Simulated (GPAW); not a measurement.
# B K-edge XANES of CrB (Cmcm), part 2 of 3

Aim: the near-edge shape at the B K edge of CrB (Cmcm), and what the core hole does to it.

GPAW 26.7.0; X-ray absorption from dipole matrix elements to empty bands, plane-wave PAW LDA.

So far. Step 2 (Ground state of the crystal): The mesh shows no gap, so the system is treated as a metal and the core electron is put at the Fermi level (neutral cell). Step 3 (Spectrum without a core hole, B atom 3): Main maxima below 24 eV (height): 3.6 eV (0.94), 6.3 eV (1.35), 11.7 eV (1.48), 14.6 eV (1.18) and 17.8 eV (1.03). A K edge sees empty p states on the absorber.

**4. Supercell without a hole, the energy reference**

Level of this step: plane-wave PAW DFT, LDA, self-consistent field (GPAW).

The photon energy needs a difference of total energies, so the cell and mesh of the coming hole run are first run without a hole.

Input file scf.py:

```python
import numpy as np
from ase import Atoms
from ase.parallel import parprint, paropen
from gpaw import GPAW, PW, FermiDirac, Mixer, MixerDif, setup_paths
from gpaw.test import gen
setup_paths.insert(0, '.')
gen('B', name='nch1s', xcname='LDA', corehole=(1, 0, 0), write_xml=True)
from gpaw.mpi import world
world.barrier()

atoms = Atoms('Cr14B14',
    cell=[[-5.938, 0, 2.932],
     [-4.4535, 3.929, -2.932],
     [-4.4535, -3.929, -2.932]],
    scaled_positions=[[0.96428571, 0.21264286, 0.50164286],
     [0.25, 0.3555, 0.6445],
     [0.53571429, 0.49835714, 0.78735714],
     [0.10714286, 0.78407143, 0.07307143],
     [0.82142857, 0.64121429, 0.93021429],
     [0.39285714, 0.92692857, 0.21592857],
     [0.67857143, 0.06978571, 0.35878571],
     [0.17857143, 0.35878571, 0.06978571],
     [0.46428571, 0.50164286, 0.21264286],
     [0.75, 0.6445, 0.3555],
     [0.32142857, 0.93021429, 0.64121429],
     [0.03571429, 0.78735714, 0.49835714],
     [0.60714286, 0.07307143, 0.78407143],
     [0.89285714, 0.21592857, 0.92692857],
     [0.96428571, 0.92214286, 0.79214286],
     [0.25, 0.065, 0.935],
     [0.53571429, 0.20785714, 0.07785714],
     [0.10714286, 0.49357143, 0.36357143],
     [0.82142857, 0.35071429, 0.22071429],
     [0.39285714, 0.63642857, 0.50642857],
     [0.67857143, 0.77928571, 0.64928571],
     [0.17857143, 0.64928571, 0.77928571],
     [0.46428571, 0.79214286, 0.92214286],
     [0.75, 0.935, 0.065],
     [0.32142857, 0.22071429, 0.35071429],
     [0.03571429, 0.07785714, 0.20785714],
     [0.60714286, 0.36357143, 0.49357143],
     [0.89285714, 0.50642857, 0.63642857]],
    magmoms=[3.0, 3.0, 3.0, 3.0, 3.0, 3.0, 3.0, 3.0, 3.0, 3.0, 3.0, 3.0, 3.0, 3.0, 0.0, 0.0, 0.0, 0.0, 0.0, 0.0, 0.0, 0.0, 0.0, 0.0, 0.0, 0.0, 0.0, 0.0],
    pbc=True)
atoms.calc = calc = GPAW(legacy_gpaw=True, mode=PW(430), xc='LDA', setups={14: 'nch1s'},
    kpts={'size': (3, 3, 3), 'gamma': True}, occupations=FermiDirac(0.1),
    charge=0, mixer=MixerDif(0.05, 8, 50), maxiter=150,
    convergence={'density': 0.0001}, txt='scf.txt')
energy = atoms.get_potential_energy() + calc.get_reference_energy()
ef = calc.get_fermi_level()
out = dict(energy=energy, fermi=ef, forces=atoms.get_forces().tolist(), magmoms=atoms.get_magnetic_moments().tolist())
parprint(f'all-electron energy {energy:.4f} eV, Fermi level {ef:.4f} eV')
ev = np.array([[calc.get_eigenvalues(k, s) for k in range(len(calc.get_ibz_k_points()))] for s in range(calc.get_number_of_spins())])
out['homo'], out['lumo'], out['counts'] = ev[ev < ef].max(), ev[ev > ef].min(), sorted(set((ev < ef).sum((0, 2)).tolist()))
out['filled'] = (ev[:, 0] < ef).sum(1).tolist()
import json
with paropen('out.json', 'w') as f:
    json.dump(out, f)
```

Command:

```bash
$ OMP_NUM_THREADS=1 mpirun -n 4 gpaw python scf.py
```

Numbers of over 12 decimals in the logs are rounded to 6 here.

Output:

```text
Input parameters:
  convergence: {density: 0.0001}
  kpts: {gamma: True,
         size: (3, 3, 3)}
  maxiter: 150
  mixer: {backend: pulay,
          beta: 0.05,
          method: difference,
          nmaxold: 8,
          weight: 50}
  mode: {ecut: 430.0,
         name: pw}
  occupations: {fixmagmom: False,
                name: fermi-dirac,
                width: 0.1}
  setups: {14: nch1s}

Initialize ...

[...]
2s(2) :    -0.344821     1.005361
*s    :     0.655179
2p(1) :    -0.136481     0.982498
*p    :     0.863519
*d    :     0.000000
--------------------------------

Diagonalizing with gridspacing h=0.050

state   all-electron     PAW
-------------------------------
2s:      -0.344821    -0.345234
2p:      -0.136481    -0.136840
*d:                    0.041809
*f:                    0.072211
-------------------------------
all-electron energy -408917.0378 eV, Fermi level 11.5546 eV
[key lines of the parts left out:]
Converged after 52 iterations.
Dipole moment: (0.000000, 0.000000, -0.000000) |e|*Ang
Free energy:   -267.205990
Fermi level: 11.55458
```

It took 7.6 min on 4 MPI ranks of Arm Neoverse V1, shared host; peak memory 0.69 GiB.

Reference energy: -408917.038 eV with the cores included.

**5. Spectrum with XCH, B atom 3**

The holes are 6.6 Å apart. In GPAW the data set carries the hole's charge, so charge=0 means a charged cell and charge=-1 a neutral one. The excited electron is kept in the cell, where it fills the lowest empty states and screens the hole. After the field has converged, empty bands are computed with the density fixed and the dipole matrix elements are summed.

Input file xas.py:

```python
import numpy as np
from ase import Atoms
from ase.parallel import parprint, paropen
from gpaw import GPAW, PW, FermiDirac, Mixer, MixerDif, setup_paths
from gpaw.test import gen
setup_paths.insert(0, '.')
gen('B', name='fch1s', xcname='LDA', corehole=(1, 0, 1), write_xml=True)
from gpaw.mpi import world
world.barrier()

atoms = Atoms('Cr14B14',
    cell=[[-5.938, 0, 2.932],
     [-4.4535, 3.929, -2.932],
     [-4.4535, -3.929, -2.932]],
    scaled_positions=[[0.96428571, 0.21264286, 0.50164286],
     [0.25, 0.3555, 0.6445],
     [0.53571429, 0.49835714, 0.78735714],
     [0.10714286, 0.78407143, 0.07307143],
     [0.82142857, 0.64121429, 0.93021429],
     [0.39285714, 0.92692857, 0.21592857],
     [0.67857143, 0.06978571, 0.35878571],
     [0.17857143, 0.35878571, 0.06978571],
     [0.46428571, 0.50164286, 0.21264286],
     [0.75, 0.6445, 0.3555],
     [0.32142857, 0.93021429, 0.64121429],
     [0.03571429, 0.78735714, 0.49835714],
     [0.60714286, 0.07307143, 0.78407143],
     [0.89285714, 0.21592857, 0.92692857],
     [0.96428571, 0.92214286, 0.79214286],
     [0.25, 0.065, 0.935],
     [0.53571429, 0.20785714, 0.07785714],
     [0.10714286, 0.49357143, 0.36357143],
     [0.82142857, 0.35071429, 0.22071429],
     [0.39285714, 0.63642857, 0.50642857],
     [0.67857143, 0.77928571, 0.64928571],
     [0.17857143, 0.64928571, 0.77928571],
     [0.46428571, 0.79214286, 0.92214286],
     [0.75, 0.935, 0.065],
     [0.32142857, 0.22071429, 0.35071429],
     [0.03571429, 0.07785714, 0.20785714],
     [0.60714286, 0.36357143, 0.49357143],
     [0.89285714, 0.50642857, 0.63642857]],
    magmoms=[3.0, 3.0, 3.0, 3.0, 3.0, 3.0, 3.0, 3.0, 3.0, 3.0, 3.0, 3.0, 3.0, 3.0, 0.0, 0.0, 0.0, 0.0, 0.0, 0.0, 0.0, 0.0, 0.0, 0.0, 0.0, 0.0, 0.0, 0.0],
    pbc=True)
atoms.calc = calc = GPAW(legacy_gpaw=True, mode=PW(430), xc='LDA', setups={14: 'fch1s'},
    kpts={'size': (3, 3, 3), 'gamma': True}, occupations=FermiDirac(0.1),
    charge=-1, mixer=MixerDif(0.05, 8, 50), maxiter=150,
    convergence={'density': 0.0001}, txt='scf.txt')
energy = atoms.get_potential_energy() + calc.get_reference_energy()
ef = calc.get_fermi_level()
out = dict(energy=energy, fermi=ef, forces=atoms.get_forces().tolist(), magmoms=atoms.get_magnetic_moments().tolist())
parprint(f'all-electron energy {energy:.4f} eV, Fermi level {ef:.4f} eV')
ev = np.array([[calc.get_eigenvalues(k, s) for k in range(len(calc.get_ibz_k_points()))] for s in range(calc.get_number_of_spins())])
out['homo'], out['lumo'], out['counts'] = ev[ev < ef].max(), ev[ev > ef].min(), sorted(set((ev < ef).sum((0, 2)).tolist()))
out['filled'] = (ev[:, 0] < ef).sum(1).tolist()

from ase.units import Ha
from gpaw.xas import dipole_matrix_elements
nb = int(calc.get_number_of_electrons() / 2) + 215
top, nb = nb, nb + 8 + nb // 12
nscf = calc.fixed_density(kpts={'size': (4, 4, 4), 'gamma': True}, nbands=nb,
    convergence={'bands': top, 'eigenstates': 1e-5}, maxiter=60, txt='nscf.txt')
cell = atoms.cell.array
ops = [cell.T @ U.T @ np.linalg.inv(cell.T) for U in nscf.wfs.kd.symmetry.op_scc]
E = np.arange(-6, 34, 0.1)
fwhm = np.interp(E, [4, 25], [0.9, 3.5])
Y, X, zero, highest = 0, 0, 1e9, 1e9
for spin in range(nscf.get_number_of_spins()):
    wfs = nscf.wfs
    A = dipole_matrix_elements(wfs.setups[14])
    eps = np.zeros((wfs.kd.nibzkpts, nb))
    d = np.zeros((3, A.shape[1], wfs.kd.nibzkpts, nb), complex)
    for kpt in wfs.kpt_u:
        if kpt.s == spin and 14 in kpt.P_ani:
            eps[kpt.k] = kpt.eps_n * Ha
            d[:, :, kpt.k] = (kpt.weight * wfs.nspins / 2) ** 0.5 * np.inner(A, kpt.P_ani[14])
    world.sum(eps)
    world.sum(d)
    T = np.einsum('amkn,bmkn->abkn', d, d.conj()).real
    T = sum(np.einsum('ai,ijkn,bj->abkn', R, T, R) for R in ops) / len(ops)
    empty = eps > ef
    zero, highest = min(zero, eps[empty].min()), min(highest, eps[:, top - 1].min())
    lines = [(eps, T, empty)] if spin == 0 else lines + [(eps, T, empty)]
for eps, T, empty in lines:
    f = np.einsum('aakn->akn', T).reshape(3, -1)
    x = eps.ravel() - zero
    w = np.interp(x, E, fwhm) / 2.35482
    g = np.exp(-0.5 * ((E[:, None] - x) / w) ** 2) / (w * (2 * np.pi) ** 0.5)
    Y = Y + (f * empty.ravel()) @ g.T
    X = X + (f * ~empty.ravel()) @ g.T
out.update(E=E.round(2).tolist(), xas=Y.tolist(), xes=X.tolist(), zero=zero, valid=highest - zero, nk=len(eps), nb=nb)
for i in range(0, len(E), 10):
    parprint(f'{E[i]:7.2f}', *(f'{v:10.3e}' for v in Y[:, i]))
import json
with paropen('out.json', 'w') as f:
    json.dump(out, f)
```

Command:

```bash
$ OMP_NUM_THREADS=1 mpirun -n 4 gpaw python xas.py
```

Output:

```text
Input parameters:
  charge: -1
  convergence: {density: 0.0001}
  kpts: {gamma: True,
         size: (3, 3, 3)}
  maxiter: 150
  mixer: {backend: pulay,
          beta: 0.05,
          method: difference,
          nmaxold: 8,
          weight: 50}
  mode: {ecut: 430.0,
         name: pw}
  occupations: {fixmagmom: False,
                name: fermi-dirac,
                width: 0.1}
  setups: {14: fch1s}

Initialize ...

[... PAW data sets ...]

Reference energy: -408445.313133  # eV

Spin-polarized calculation.
Initial magnetic moment: 42.000000

[... convergence settings ...]
Symmetries present (total): 1
  [... symmetry matrices ...]

27 k-points: 3 x 3 x 3 Monkhorst-Pack grid
14 k-points in the irreducible part of the Brillouin zone
       k-points in crystal coordinates                weights
   0:     0.00000000    0.00000000    0.00000000          1/27
   1:     0.00000000    0.00000000    0.33333333          2/27
   2:     0.00000000    0.33333333   -0.33333333          2/27
   3:     0.00000000    0.33333333    0.00000000          2/27
   4:     0.00000000    0.33333333    0.33333333          2/27
   5:     0.33333333   -0.33333333   -0.33333333          2/27
   6:     0.33333333   -0.33333333    0.00000000          2/27
   7:     0.33333333   -0.33333333    0.33333333          2/27
   8:     0.33333333    0.00000000   -0.33333333          2/27
   9:     0.33333333    0.00000000    0.00000000          2/27
          ...
  13:     0.33333333    0.33333333    0.33333333          2/27

Wave functions: Plane wave expansion
  Cutoff energy: 430.000 eV
  Number of coefficients (min, max): 4831, 4873
  Pulay-stress correction: 0.000000 eV/Ang^3 (de/decut=0.000000)
  Using FFTW library
  Wavefunction extrapolation:
    Improved wavefunction reuse through dual PAW basis

Occupation numbers: Fermi-Dirac:
  width: 0.1000  # eV

Eigensolver
   Davidson(niter=2)

Densities:
  Coarse grid: 32*32*32 grid
  Fine grid: 64*64*64 grid
  Total Charge: 0.000000

Density mixing:
  Method: difference
  Backend: pulay
  Linear mixing parameter: 0.05
  old densities: 8
  Width of damping distribution: 1.1
  Damping of long wavelength oscillations: 50

[... Hamiltonian set-up ...]
Number of atoms: 28
Number of atomic orbitals: 182
Number of bands in calculation: 106
Number of valence electrons: 127
Bands to converge: occupied

... initialized

Initializing position-dependent things.

Density initialized from atomic densities
Creating initial wave functions:
  106 bands from LCAO basis set

                       B
                        B       B
                    Crr    Crr      Cr
                B       B Cr   B Cr   B
          B    CrB    CrB       B
            Cr      Crr    Crr
                B       B
                         B

Atomic positions and initial magnetic moments

Positions:
   0 Cr    -8.907000   -1.135481    0.733000    ( 0.0000,  0.0000,  3.0000)
   1 Cr    -5.938000   -1.135481   -2.199000    ( 0.0000,  0.0000,  3.0000)
   2 Cr    -8.907000   -1.135481   -2.199000    ( 0.0000,  0.0000,  3.0000)
   3 Cr    -4.453500    2.793519   -2.199000    ( 0.0000,  0.0000,  3.0000)
   4 Cr   -11.876000   -1.135481   -2.199000    ( 0.0000,  0.0000,  3.0000)
   5 Cr    -7.422500    2.793519   -2.199000    ( 0.0000,  0.0000,  3.0000)
   6 Cr    -5.938000   -1.135481    0.733000    ( 0.0000,  0.0000,  3.0000)
[...]
25 B     -1.484500   -0.510770   -0.733000    ( 0.0000,  0.0000,  0.0000)
  26 B     -7.422500   -0.510770   -0.733000    ( 0.0000,  0.0000,  0.0000)
  27 B    -10.391500   -0.510770   -0.733000    ( 0.0000,  0.0000,  0.0000)

Unit cell:
           periodic     x           y           z      points  spacing
  1. axis:    yes   -5.938000    0.000000    2.932000    32     0.1786
  2. axis:    yes   -4.453500    3.929000   -2.932000    32     0.1867
[...]
iter:  62  -286.537528c  -7.41c -5.79c   +0.0622

Converged after 62 iterations.

Dipole moment: (-1.697987, 0.321698, 0.269246) |e|*Ang

Total magnetic moment: (0.000000, 0.000000, 0.062220)
Local magnetic moments:
   0 Cr ( 0.000000,  0.000000,  0.060835)
   1 Cr ( 0.000000,  0.000000, -0.014845)
   2 Cr ( 0.000000,  0.000000, -0.022235)
   3 Cr ( 0.000000,  0.000000,  0.038181)
   4 Cr ( 0.000000,  0.000000,  0.038181)
   5 Cr ( 0.000000,  0.000000, -0.022235)
   6 Cr ( 0.000000,  0.000000, -0.014845)
[...]
11 Cr ( 0.000000,  0.000000,  0.045029)
  12 Cr ( 0.000000,  0.000000,  0.036867)
  13 Cr ( 0.000000,  0.000000,  0.045029)
  14 B  ( 0.000000,  0.000000, -0.143077)
  15 B  ( 0.000000,  0.000000, -0.000653)
  16 B  ( 0.000000,  0.000000, -0.000263)
  17 B  ( 0.000000,  0.000000, -0.000173)
  18 B  ( 0.000000,  0.000000, -0.000173)
  19 B  ( 0.000000,  0.000000, -0.000263)
  20 B  ( 0.000000,  0.000000, -0.000653)
[...]
25 B  ( 0.000000,  0.000000, -0.000196)
  26 B  ( 0.000000,  0.000000,  0.000109)
  27 B  ( 0.000000,  0.000000, -0.000196)

Energy contributions relative to reference atoms: (reference = -408445.313133)

Kinetic:       -131.065956
Potential:      +54.597769
External:        +0.000000
XC:            -211.669429
Entropy (-ST):   -0.700018
Local:           +1.950096
SIC:             +0.000000
--------------------------
Free energy:   -286.887537
Extrapolated:  -286.537528

Spin contamination: 1.604800 electrons
Showing only first 2 kpts
                      Up                     Down
 Kpt  Band  Eigenvalues  Occupancy  Eigenvalues  Occupancy
  0    61     11.38746    0.92480     11.34902    0.94754
  0    62     11.79950    0.16646     11.80787    0.15517
  0    63     11.81393    0.14739     11.81066    0.15155
  0    64     11.82932    0.12908     11.84173    0.11575

  1    61     11.42877    0.89055     11.43653    0.88276
  1    62     11.54161    0.72472     11.53327    0.74103
  1    63     11.71105    0.32599     11.71709    0.31285
  1    64     11.83670    0.12100     11.83962    0.11794

Fermi level: 11.63841

No gap
No difference between direct/indirect transitions

Forces in eV/Ang:
  0 Cr    0.00000   -0.15325    0.00000
  1 Cr   -0.02829    0.10338    0.01600
  2 Cr   -0.00863    0.10758   -0.03737
  3 Cr    0.04399    0.34448   -0.00586
  4 Cr   -0.04399    0.34448    0.00586
  5 Cr    0.00863    0.10758    0.03738
  6 Cr    0.02829    0.10338   -0.01600
[...]
25 B    -0.01226    0.06621   -0.00304
 26 B    -0.00332    0.06638   -0.01705
 27 B     0.01226    0.06621    0.00304
Scalar-relativistic atomic LDA calculation for B (Boron, Z=5)
Core hole in 1s state (1s occupation: 1.0)
300 radial gridpoints.
|------------------------------------------------|
|------------------------------------------------|
[... the atom generator's iteration count ...]

Energy contributions:
-------------------------
Kinetic:      +16.693400
XC:            -2.260601
Potential:    -31.255183
-------------------------
Total:        -16.822384

state      eigenvalue         ekin         rmax
-----------------------------------------------
1s^1.0 :    -8.526766    11.791826        0.204
2s^2.0 :    -0.864526     1.675176        1.279
2p^1.0 :    -0.653666     1.551222        1.105
-----------------------------------------------
(units: Bohr and Hartree)

Generating PAW setup
Kinetic energy of the core from tauc = 11.795725
Cutoffs:
rc(s)=1.200
rc(p)=1.200
rc(d)=1.200
rc(vbar)=1.080
rc(comp)=1.200
rc(nct)=1.200

Kinetic energy of the core states: 11.791826
Charge: 1.0
Core electrons: 1.0
Valence electrons: 3.0
Pseudo-core charge: 0.037612
Shape function alpha=6.944
Pseudo-electron charge 3.041132
state    eigenvalue         norm
--------------------------------
2s(2) :    -0.864526     1.030522
*s    :     0.135474
2p(1) :    -0.653666     0.942475
*p    :     0.346334
*d    :     0.000000
--------------------------------

Diagonalizing with gridspacing h=0.050

state   all-electron     PAW
-------------------------------
2s:      -0.864526    -0.865247
2p:      -0.653666    -0.654690
*d:                   -0.075592
*f:                   -0.015154
-------------------------------
all-electron energy -408731.8507 eV, Fermi level 11.6384 eV
  -6.00  3.366e-59  2.004e-59  1.107e-58
  -5.00  9.457e-43  5.777e-43  2.883e-42
  -4.00  2.917e-29  1.851e-29  8.172e-29
  -3.00  1.010e-18  6.743e-19  2.545e-18
  -2.00  4.163e-11  2.940e-11  8.894e-11
  -1.00  2.421e-06  1.763e-06  3.760e-06
  -0.00  3.407e-04  2.310e-04  3.348e-04
[...]
31.00  5.647e-04  5.160e-04  5.011e-04
  32.00  5.436e-04  4.702e-04  4.640e-04
  33.00  5.091e-04  4.342e-04  4.022e-04
```

The job ended after 24 min (4 MPI ranks; peak memory 1.3 GiB; 1.6 h of CPU time).

The B K spectrum, B atom 3, excited-electron core hole (neutral cell) (energy from the lowest empty level; intensity scaled to a mean of 1 over the first 20 eV; polarised curves are means over the symmetry-equivalent atoms):

```
E (eV)  isotropic  ε ∥ x  ε ∥ y  ε ∥ z
 -2.00       0.00   0.00   0.00   0.00
 -1.25       0.00   0.00   0.00   0.00
 -0.50       0.05   0.06   0.04   0.07
  0.25       0.46   0.51   0.34   0.51
  1.00       0.87   0.64   0.78   1.19
  1.75       1.02   0.65   1.20   1.20
  2.50       1.21   1.24   1.27   1.13
  3.25       1.64   1.85   2.14   0.94
  4.00       1.51   2.43   1.76   0.34
  4.75       1.34   2.91   0.97   0.15
  5.50       0.99   2.35   0.47   0.15
  6.25       0.73   0.99   0.53   0.66
  7.00       1.25   0.42   1.05   2.27
  7.75       1.55   0.23   1.77   2.66
  8.50       1.31   0.23   1.89   1.83
  9.25       1.24   0.29   1.82   1.60
 10.00       1.21   0.37   1.70   1.56
 10.75       1.16   0.61   1.32   1.54
 11.50       1.03   0.82   0.88   1.37
 12.25       0.89   0.94   0.62   1.10
 13.00       0.86   1.01   0.56   1.00
 13.75       0.87   1.03   0.59   0.98
 14.50       0.82   0.97   0.61   0.88
 15.25       0.74   0.89   0.63   0.70
 16.00       0.72   0.87   0.67   0.61
 16.75       0.72   0.85   0.70   0.62
 17.50       0.71   0.81   0.66   0.64
 18.25       0.67   0.77   0.58   0.64
 19.00       0.64   0.75   0.51   0.66
 19.75       0.62   0.69   0.48   0.68
 20.50       0.57   0.56   0.47   0.66
 21.25       0.48   0.40   0.46   0.57
 22.00       0.40   0.29   0.45   0.45
 22.75       0.36   0.26   0.46   0.37
 23.50       0.37   0.31   0.49   0.32
 24.25       0.41   0.39   0.52   0.31
 25.00       0.45   0.46   0.56   0.32
 25.75       0.48   0.51   0.59   0.34
 26.50       0.51   0.54   0.62   0.37
 27.25       0.54   0.56   0.65   0.41
```

Main maxima below 24 eV (height): 3.3 eV (1.65) and 7.6 eV (1.57). 

The total-energy difference is 185.19 eV.

(Continued in part 3 of 3.)

[Banner, clock and machine lines of the logs are left out without a mark of their own.]

[Logs are printed without paths, hosts, clocks, repeated set-up lines and the standing remarks that a program may print on its own settings, such as how far it seeks lower states.]

[Hosts, paths, dates, database ids (printed as entryN), source tags and the programs' standing remarks are cut or masked in the printed files.]

[Lists of maxima count a maximum above −3 eV only where it reaches 4 % of the highest in the window and stands out from its surroundings by 2 % of it (1.5 % where it reaches 55 %); shoulders and weaker maxima are passed over, and of the rest the first, up to two pre-edge ones and the few strongest are named.]
